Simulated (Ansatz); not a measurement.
The compound is NaVS2 (R-3m).

```yaml
crystal:
  lattice:
    - [-2.88209, -2.88209, -5.42669]
    - [-2.88209, -5.42669, -2.88209]
    - [-5.42669, -2.88209, -2.88209]
  atoms:
    - { symbol: Na, position: [0.50000, 0.50000, 0.50000] }
    - { symbol: V, position: [0.00000, 0.00000, 0.00000] }
    - { symbol: S, position: [0.26438, 0.26438, 0.26438] }
    - { symbol: S, position: [0.73562, 0.73562, 0.73562] }
```

The cell and positions are those that the Materials Project relaxed with its own functionals (PBE, PBE+U or r2SCAN), kept fixed. PAW set soft_2, made with PBE.

A constrained-RPA run (Ansatz 0.2.0; non-magnetic LDA; V t2g, bands v1 to c2, 6×6×6 mesh, medium accuracy) builds 3 functions on bands 1.4 eV wide, with 2.0 electrons in the window. The bare on-site interaction is 14.4 eV and the bare J 0.50 eV.

Q: What U and J survive the screening?

On the V t2g shell, U = 2.25 eV (16 % of the bare value), U′ = 1.51 eV, J = 0.35 eV.

The parent state is non-magnetic and the interaction static (zero frequency); U depends on the window and the orbitals, so it belongs to this model alone.

[Paths, hosts, dates, memory and timing lines, banners, echoed tables and standing remarks are left out of the program output.]

[Logs are printed without paths, hosts, clocks, repeated set-up lines and the standing remarks that a program may print on its own settings, such as how far it seeks lower states.]

[Runs of the session that timed out or met a known fault of the program may be left out.]

[Hosts, paths, dates, database ids (printed as entryN), source tags and the programs' standing remarks are cut or masked in the printed files.]
